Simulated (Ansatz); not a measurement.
**Band gap of Cs2HgSe2 (Pbam) from density functionals to GW**

Wanted: a ladder of band gaps for Cs2HgSe2 (Pbam), from density functionals to G0W0.

Method: density functionals, hybrids and G0W0, plane waves, PAW, in Ansatz 0.2.0.

Most raw output is cut from this account.

In doubt: masses and optical values from hybrid runs of this build are listed as unsure (step 10), which bears on the screening that GW takes from such a start.

### 1. The starting structure

Symmetry: Pbam, No. 55, orthorhombic system. Conventional cell: a = 8.185 Å, b = 10.330 Å, c = 4.711 Å, α = 90.00°, β = 90.00°, γ = 90.00°. Nearest to Cs lie 6 Se at 3.66 to 3.72 Å and 1 Cs at 3.87 Å. Nearest to Hg lie 2 Se at 2.41 Å. Nearest to Se lie 1 Hg at 2.41 Å and 6 Cs at 3.66 to 3.72 Å. Farther neighbours and most contacts between anions are not listed.

The cell and positions come from the Crystallography Open Database and are kept as given unless a step says otherwise. Spin-orbit coupling is left out unless a step names it.

The logs state that the PAW files were generated under PBE.

### 2. LDA on the 4×2×6 mesh

This step: DFT, LDA, plane waves, PAW; PAW set soft_1.

File input.yaml:

```yaml
crystal:
  lattice:
    - [8.1849, 0.0, 0.0]
    - [0.0, 10.3302, 0.0]
    - [0.0, 0.0, 4.7112]
  atoms:
    - { symbol: Cs, position: [0.39222, 0.83311, 0.5] }
    - { symbol: Cs, position: [0.60778, 0.16689, 0.5] }
    - { symbol: Cs, position: [0.89222, 0.66689, 0.5] }
    - { symbol: Cs, position: [0.10778, 0.33311, 0.5] }
    - { symbol: Hg, position: [0.5, 0.5, 0.0] }
    - { symbol: Hg, position: [0.0, 0.0, 0.0] }
    - { symbol: Se, position: [0.23025, 0.59445, 0.0] }
    - { symbol: Se, position: [0.76975, 0.40555, 0.0] }
    - { symbol: Se, position: [0.73025, 0.90555, 0.0] }
    - { symbol: Se, position: [0.26975, 0.09445, 0.0] }
kpoints:
  mp_grid: { grid: [4, 2, 6] }
  band_path:
    path:
      - [0.0, 0.0, 0.0]
      - [0.5, 0.0, 0.0]
      - [0.5, 0.5, 0.0]
      - [0.0, 0.5, 0.0]
      - [0.0, 0.0, 0.5]
      - [0.5, 0.0, 0.5]
      - [0.5, 0.5, 0.5]
      - [0.0, 0.5, 0.5]
      - [0.4, 0.0, 0.0]
    npoints: 1
hamiltonian:
  xc: lda
  pseudopotentials: { kind: paw, azcp: { folder: soft_1 }, xc_functional: pbe }
scf:
  occupations: { method: fixed }
  n_extra_bands: 7
output:
  eigenvalues: true
  forces: true
  stress: true
  write_density: true
  write_potential: true
  elf: true
  volumetric_format: npy
```

Command:

```console
$ ansatz run input.yaml --threads 2 --pin off --max-ram 92160MiB --backend cuda --events-out ev --progress --plain --runs-dir out --devices 1 --max-vram 13GiB
```

The job ended after 16 s (1 × NVIDIA H100 80GB HBM3 (shared by 6 runs) with 2 threads of AMD EPYC 7R13 (Zen 3), shared host; peak memory 1.3 GiB).

Numbers from this step:

| Item | Value |
| --- | --- |
| pressure | -1.047 GPa |
| gap | 1.788 eV |
| valence top at | k = (0.400, 0.000, 0.000) |
| conduction bottom at | Γ |
| least direct gap | 1.821 eV |

Over mesh and listed points the gap is 1.788 eV, from k = (0.400, 0.000, 0.000) to k = Γ. The least direct gap found is 1.821 eV, at k = Γ. On the 4×2×6 mesh alone the same run gives 1.794 eV, so that mesh misses an edge of LDA: 1.794 − 1.788 = +0.006 eV.

### 3. PBE on the 4×2×6 mesh

Levels along a band path and on the mesh show where this functional puts the band edges.

This step: DFT, PBE, plane waves, PAW; PAW set soft_1.

input.yaml, the sections that differ from step 2:

```yaml
kpoints:
  mp_grid: { grid: [4, 2, 6] }
  band_path:
    path:
      - [[0.0, 0.0, 0.0], [0.5, 0.0, 0.0], [0.5, 0.5, 0.0], [0.0, 0.5, 0.0], [0.0, 0.0, 0.0], [0.0, 0.0, 0.5], [0.5, 0.0, 0.5], [0.5, 0.5, 0.5], [0.0, 0.5, 0.5], [0.0, 0.0, 0.5]]
      - [[0.5, 0.0, 0.0], [0.5, 0.0, 0.5]]
      - [[0.0, 0.5, 0.0], [0.0, 0.5, 0.5]]
      - [[0.5, 0.5, 0.0], [0.5, 0.5, 0.5]]
    npoints: 10
hamiltonian:
  xc: pbe
  pseudopotentials: { kind: paw, azcp: { folder: soft_1 } }
scf:
  occupations: { method: fermi_dirac, width: 0.02 }
  n_extra_bands: 7
# crystal, output: as in step 2
```

Run time: 20 s. Hardware: 1 × NVIDIA H100 80GB HBM3 (shared by 6 runs) with 2 threads; peak memory 1.4 GiB; 30 s of CPU time.

Numbers from this step:

```yaml
pressure: 1.717 GPa
filled_bands: 70
gap: 1.997 eV
valence_top_at: k = (0.400, 0.000, 0.000)
conduction_bottom_at: Γ
least_direct_gap: 2.030 eV
```

Over mesh and path the gap is 1.997 eV, from k = (0.400, 0.000, 0.000) to k = Γ. The least direct gap found is 2.030 eV, at k = Γ. On the 4×2×6 mesh alone the same run gives 2.003 eV, so that mesh misses an edge of PBE: 2.003 − 1.997 = +0.006 eV. PBE against LDA: 1.997 − 1.788 = +0.209 eV, with the same mesh, files and cutoff, and both edges at the same k points.

### 4. PBE+SOC on the 4×2×6 mesh

This run has two-component orbitals with spin-orbit coupling.

This step: DFT, PBE with spin-orbit coupling, plane waves, PAW; PAW set soft_1.

File input.yaml:

```yaml
crystal:
  lattice:
    - [8.1849, 0.0, 0.0]
    - [0.0, 10.3302, 0.0]
    - [0.0, 0.0, 4.7112]
  atoms:
    - { symbol: Cs, position: [0.39222, 0.83311, 0.5] }
    - { symbol: Cs, position: [0.60778, 0.16689, 0.5] }
    - { symbol: Cs, position: [0.89222, 0.66689, 0.5] }
    - { symbol: Cs, position: [0.10778, 0.33311, 0.5] }
    - { symbol: Hg, position: [0.5, 0.5, 0.0] }
    - { symbol: Hg, position: [0.0, 0.0, 0.0] }
    - { symbol: Se, position: [0.23025, 0.59445, 0.0] }
    - { symbol: Se, position: [0.76975, 0.40555, 0.0] }
    - { symbol: Se, position: [0.73025, 0.90555, 0.0] }
    - { symbol: Se, position: [0.26975, 0.09445, 0.0] }
kpoints:
  mp_grid: { grid: [4, 2, 6] }
  band_path:
    path:
      - [0.0, 0.0, 0.0]
      - [0.5, 0.0, 0.0]
      - [0.5, 0.5, 0.0]
      - [0.0, 0.5, 0.0]
      - [0.0, 0.0, 0.5]
      - [0.5, 0.0, 0.5]
      - [0.5, 0.5, 0.5]
      - [0.0, 0.5, 0.5]
      - [0.4, 0.0, 0.0]
    npoints: 1
hamiltonian:
  xc: pbe
  pseudopotentials: { kind: paw_fr, azcp: { folder: soft_1 } }
scf:
  occupations: { method: fixed }
  n_extra_bands: 14
magnetization:
  noncollinear: true
  spin_orbit: true
output:
  eigenvalues: true
  forces: true
  stress: true
```

It took 27 s on 1 × NVIDIA H100 80GB HBM3 (shared by 6 runs) with 2 threads; peak memory 1.5 GiB; 38 s of CPU time.

This step gave:

```
pressure             : 1.574 GPa
gap                  : 1.921 eV
valence top at       : X
conduction bottom at : Γ
least direct gap     : 1.990 eV
```

Over mesh and listed points the gap is 1.921 eV, from k = (0.500, 0.000, 0.000) to k = Γ. The least direct gap found is 1.990 eV, at k = Γ. PBE+SOC against PBE: 1.921 − 1.997 = −0.076 eV. Mesh, set of files and cutoff are the same, but the valence top lies at another k point, so this need not be the shift of one pair of states. The spin-orbit run sees mesh and listed points alone, so its gap is an upper bound: the coupling can move an edge off these points, and the change over the zone, its sign included where it is small, is not known.

### 5. r2SCAN on the 4×2×6 mesh

r2SCAN is a meta-GGA: it depends on the kinetic-energy density as well as on the density and its gradient.

This step: DFT, r2SCAN, plane waves, PAW; PAW set soft_1.

input.yaml, as its differences from that of step 4:

```diff
@@ -31,10 +31,7 @@
 hamiltonian:
-  xc: pbe
-  pseudopotentials: { kind: paw_fr, azcp: { folder: soft_1 } }
+  xc: r2scan
+  pseudopotentials: { kind: paw, azcp: { folder: soft_1 } }
 scf:
   occupations: { method: fixed }
-  n_extra_bands: 14
-magnetization:
-  noncollinear: true
-  spin_orbit: true
+  n_extra_bands: 7
 output:
@@ -43 +40,5 @@
   stress: true
+  write_density: true
+  write_potential: true
+  elf: true
+  volumetric_format: npy
```

It took 19 s on 1 × NVIDIA H100 80GB HBM3 (shared by 6 runs) with 2 threads; peak memory 1.9 GiB.

Numbers from this step:

```yaml
pressure: 0.9508 GPa
gap: 2.343 eV
valence_top_at: k = (0.400, 0.000, 0.000)
conduction_bottom_at: Γ
least_direct_gap: 2.378 eV
```

Over mesh and listed points the gap is 2.343 eV, from k = (0.400, 0.000, 0.000) to k = Γ. The least direct gap found is 2.378 eV, at k = Γ. On the 4×2×6 mesh alone the same run gives 2.348 eV, so that mesh misses an edge of r2SCAN: 2.348 − 2.343 = +0.005 eV. r2SCAN against PBE: 2.343 − 1.997 = +0.346 eV. The runs also differ in plane-wave cutoff (420 eV and 500 eV), so how much of this comes from the functional alone is not known.

### 6. HSE06 on the 2×2×4 mesh

HSE06 mixes in a quarter of exact exchange at short range.

This step: DFT, HSE06, plane waves, PAW; PAW set soft_1.

input.yaml, as its differences from that of step 5:

```diff
@@ -17,3 +17,3 @@
 kpoints:
-  mp_grid: { grid: [4, 2, 6] }
+  mp_grid: { grid: [2, 2, 4] }
   band_path:
@@ -31,3 +31,3 @@
 hamiltonian:
-  xc: r2scan
+  xc: hse06
   pseudopotentials: { kind: paw, azcp: { folder: soft_1 } }
@@ -38,4 +38,2 @@
   eigenvalues: true
-  forces: true
-  stress: true
   write_density: true
```

Wall time 84 s (1 × NVIDIA H100 80GB HBM3 (shared by 6 runs) with 2 threads); peak memory 1.8 GiB; 2.1 min of CPU time.

Numbers from this step:

| Property | Result |
| --- | --- |
| gap | 2.883 eV |
| valence top at | k = (0.400, 0.000, 0.000) |
| conduction bottom at | Γ |
| least direct gap | 2.921 eV |
| exact-exchange fraction | 0.25 |

Over mesh and listed points the gap is 2.883 eV, from k = (0.400, 0.000, 0.000) to k = Γ. The least direct gap found is 2.921 eV, at k = Γ. On the 2×2×4 mesh alone the same run gives 2.888 eV, so that mesh misses an edge of HSE06: 2.888 − 2.883 = +0.005 eV. HSE06 against PBE: 2.883 − 1.997 = +0.886 eV. The runs also differ in mesh (4×2×6 and 2×2×4), so how much of this comes from the functional alone is not known.

### 7. PBE0 on the 2×2×4 mesh

PBE0 mixes in a quarter of exact exchange at all distances.

This step: DFT, PBE0, plane waves, PAW; PAW set soft_1.

input.yaml, as its differences from that of step 6:

```diff
@@ -31,3 +31,3 @@
 hamiltonian:
-  xc: hse06
+  xc: pbe0
   pseudopotentials: { kind: paw, azcp: { folder: soft_1 } }
@@ -38,5 +38 @@
   eigenvalues: true
-  write_density: true
-  write_potential: true
-  elf: true
-  volumetric_format: npy
```

The job ended after 77 s (1 × NVIDIA H100 80GB HBM3 (shared by 6 runs) with 2 threads; peak memory 1.8 GiB; 1.9 min of CPU time).

Numbers from this step:

```yaml
gap: 3.571 eV
valence_top_at: k = (0.400, 0.000, 0.000)
conduction_bottom_at: Γ
least_direct_gap: 3.610 eV
exact_exchange_fraction: 0.25
```

Over mesh and listed points the gap is 3.571 eV, from k = (0.400, 0.000, 0.000) to k = Γ. The least direct gap found is 3.610 eV, at k = Γ. On the 2×2×4 mesh alone the same run gives 3.577 eV, so that mesh misses an edge of PBE0: 3.577 − 3.571 = +0.006 eV. PBE0 against HSE06: 3.571 − 2.883 = +0.688 eV, with the same mesh, files and cutoff, and both edges at the same k points.

### 8. DDH-PBE0 on the 2×2×4 mesh

The input asks for a share of exact exchange of one over the crystal's ε∞, which the program works out first.

This step: DFT, dielectric-dependent PBE0 (fraction 1/eps_inf of PBE), plane waves, PAW; PAW set soft_1.

input.yaml, as its differences from that of step 7:

```diff
@@ -16,2 +16,3 @@
     - { symbol: Se, position: [0.26975, 0.09445, 0.0] }
+  host: atoms
 kpoints:
@@ -31,3 +32,6 @@
 hamiltonian:
-  xc: pbe0
+  xc:
+    exchange: pbe
+    correlation: pbe
+    exx: { coeff: inverse_dielectric }
   pseudopotentials: { kind: paw, azcp: { folder: soft_1 } }
```

It took 1.8 min on 1 × NVIDIA H100 80GB HBM3 (shared by 6 runs) with 2 threads; peak memory 3 GiB.

This step gave:

| Property | Result |
| --- | --- |
| gap | 3.509 eV |
| valence top at | k = (0.400, 0.000, 0.000) |
| conduction bottom at | Γ |
| least direct gap | 3.548 eV |
| exact-exchange fraction | 0.2404 |

Over mesh and listed points the gap is 3.509 eV, from k = (0.400, 0.000, 0.000) to k = Γ. The least direct gap found is 3.548 eV, at k = Γ. On the 2×2×4 mesh alone the same run gives 3.515 eV, so that mesh misses an edge of DDH-PBE0: 3.515 − 3.509 = +0.006 eV. DDH-PBE0 against PBE0: 3.509 − 3.571 = −0.062 eV, with the same mesh, files and cutoff, and both edges at the same k points.

### 9. G0W0@PBE, 2×2×4 mesh, 904 empty bands, screening to 100 eV, PAW set soft_1 files

G0W0 replaces the xc potential by a self-energy built once from the orbitals of the start. Levels are corrected in the window of bands that the input names, at points of the mesh.

This step: G0W0 on PBE, plane waves, PAW; PAW set soft_1.

File input.yaml:

```yaml
crystal:
  lattice:
    - [8.1849, 0.0, 0.0]
    - [0.0, 10.3302, 0.0]
    - [0.0, 0.0, 4.7112]
  atoms:
    - { symbol: Cs, position: [0.39222, 0.83311, 0.5] }
    - { symbol: Cs, position: [0.60778, 0.16689, 0.5] }
    - { symbol: Cs, position: [0.89222, 0.66689, 0.5] }
    - { symbol: Cs, position: [0.10778, 0.33311, 0.5] }
    - { symbol: Hg, position: [0.5, 0.5, 0.0] }
    - { symbol: Hg, position: [0.0, 0.0, 0.0] }
    - { symbol: Se, position: [0.23025, 0.59445, 0.0] }
    - { symbol: Se, position: [0.76975, 0.40555, 0.0] }
    - { symbol: Se, position: [0.73025, 0.90555, 0.0] }
    - { symbol: Se, position: [0.26975, 0.09445, 0.0] }
kpoints:
  mp_grid: { grid: [2, 2, 4] }
hamiltonian:
  xc: pbe
  pseudopotentials: { kind: paw, azcp: { folder: soft_1 } }
scf:
  occupations: { method: fixed }
gw:
  n_empty_bands: 904
  ecut_chi: 100.0
  qp_bands: [v3, c3]
  qp_kpoints: band_edges
  screening: { model: contour_deformation }
```

Run time: 1.8 min. Hardware: 1 × NVIDIA H100 80GB HBM3 (shared by 6 runs) with 2 threads; peak memory 4.5 GiB; 3.1 min of CPU time.

Numbers from this step:

```yaml
bands_summed: 974
rpa_eps_infinity_on_this_mesh_eigenvalues: 3.318, 3.607, 4.579
plane_waves_in_the_screening_matrix: 923
g0w0_gap_over_the_corrected_points: 3.437 eV
k_of_the_valence_top: -0.5, 0, 0
k_of_the_conduction_bottom: 0, 0, 0
starting_gap_on_the_mesh: 2.004 eV
z_at_the_valence_top: 0.7535
z_at_the_conduction_bottom: 0.8034
least_direct_g0w0_gap_over_the_corrected_points: 3.472 eV
```

Over all 12 irreducible mesh points the G0W0 gap is 3.437 eV, from k = (-0.500, 0.000, 0.000) to k = Γ. The PBE gap of this run on the mesh is 2.004 eV. The two states that bound the G0W0 gap lie that far apart at the start, so the correction of the gap is 3.437 − 2.004 = +1.433 eV.

### 10. G0W0@HSE06, 2×2×4 mesh, 420 empty bands, screening to 60 eV, PAW set soft_1 files

This step: G0W0 on HSE06, plane waves, PAW; PAW set soft_1.

input.yaml, as its differences from that of step 9:

```diff
@@ -19,3 +19,3 @@
 hamiltonian:
-  xc: pbe
+  xc: hse06
   pseudopotentials: { kind: paw, azcp: { folder: soft_1 } }
@@ -24,4 +24,4 @@
 gw:
-  n_empty_bands: 904
-  ecut_chi: 100.0
+  n_empty_bands: 420
+  ecut_chi: 60
   qp_bands: [v3, c3]
```

Run time: 3 min. Hardware: 1 × NVIDIA H100 80GB HBM3 (shared by 6 runs) with 2 threads; peak memory 3.4 GiB.

Numbers from this step:

```yaml
bands_summed: 490
rpa_eps_infinity_on_this_mesh_eigenvalues: 2.885, 3.103, 3.870
plane_waves_in_the_screening_matrix: 415
g0w0_gap_over_the_corrected_points: 3.781 eV
k_of_the_valence_top: -0.5, 0, 0
k_of_the_conduction_bottom: 0, 0, 0
starting_gap_on_the_mesh: 2.888 eV
z_at_the_valence_top: 0.7896
z_at_the_conduction_bottom: 0.8326
least_direct_g0w0_gap_over_the_corrected_points: 3.823 eV
```

Over all 12 irreducible mesh points the G0W0 gap is 3.781 eV, from k = (-0.500, 0.000, 0.000) to k = Γ. The HSE06 gap of this run on the mesh is 2.888 eV. The two states that bound the G0W0 gap lie that far apart at the start, so the correction of the gap is 3.781 − 2.888 = +0.893 eV. G0W0@HSE06 against G0W0@PBE with 490 bands (a further run, in the table below): 3.781 − 3.358 = +0.423 eV, with the same mesh, files and cutoffs, and both edges at the same k points.

### 11. G0W0@r2SCAN, 2×2×4 mesh, 420 empty bands, screening to 60 eV, PAW set soft_1 files

This step: G0W0 on r2SCAN, plane waves, PAW; PAW set soft_1.

input.yaml, as its differences from that of step 10:

```diff
@@ -19,3 +19,3 @@
 hamiltonian:
-  xc: hse06
+  xc: r2scan
   pseudopotentials: { kind: paw, azcp: { folder: soft_1 } }
```

It took 42 s on 1 × NVIDIA H100 80GB HBM3 (shared by 6 runs) with 2 threads; peak memory 3.2 GiB; 56 s of CPU time.

Numbers from this step:

| Property | Result |
| --- | --- |
| bands summed | 490 |
| RPA ε∞ on this mesh (eigenvalues) | 3.029, 3.301, 4.199 |
| plane waves in the screening matrix | 415 |
| G0W0 gap over the corrected points | 3.604 eV |
| k of the valence top | -0.5, 0, 0 |
| k of the conduction bottom | 0, 0, 0 |
| starting gap on the mesh | 2.348 eV |
| Z at the valence top | 0.7717 |
| Z at the conduction bottom | 0.8175 |
| least direct G0W0 gap over the corrected points | 3.641 eV |

Over all 12 irreducible mesh points the G0W0 gap is 3.604 eV, from k = (-0.500, 0.000, 0.000) to k = Γ. The r2SCAN gap of this run on the mesh is 2.348 eV. The two states that bound the G0W0 gap lie that far apart at the start, so the correction of the gap is 3.604 − 2.348 = +1.256 eV. G0W0@r2SCAN against G0W0@HSE06 with 490 bands: 3.604 − 3.781 = −0.177 eV. The runs also differ in plane-wave cutoff (420 eV and 500 eV), so how much of this comes from the start alone is not known.

[end of part 1 of 2]

[Paths, hosts, dates, memory and timing lines, banners, echoed tables and standing remarks are left out of the program output.]

[Logs are printed without paths, hosts, clocks, repeated set-up lines and the standing remarks that a program may print on its own settings, such as how far it seeks lower states.]

[Runs of the session that timed out or met a known fault of the program may be left out.]

[Cells called generated may have been cut or substituted from an entry of the Crystallography Open Database or the Materials Project.]

[Hosts, paths, dates, database ids (printed as entryN), source tags and the programs' standing remarks are cut or masked in the printed files.]

[Where an RPA ε∞ is given, it is that of the G0W0 mesh and is not shown converged in it. Names of k-points follow the symmetry that the program found, which can be lower than the space group named. Band edges on a path are those of the sampled points; other points can move an edge, and change direct to indirect where valleys lie close.]

[Hybrid gaps are those of their k-mesh and are not shown converged in it.]
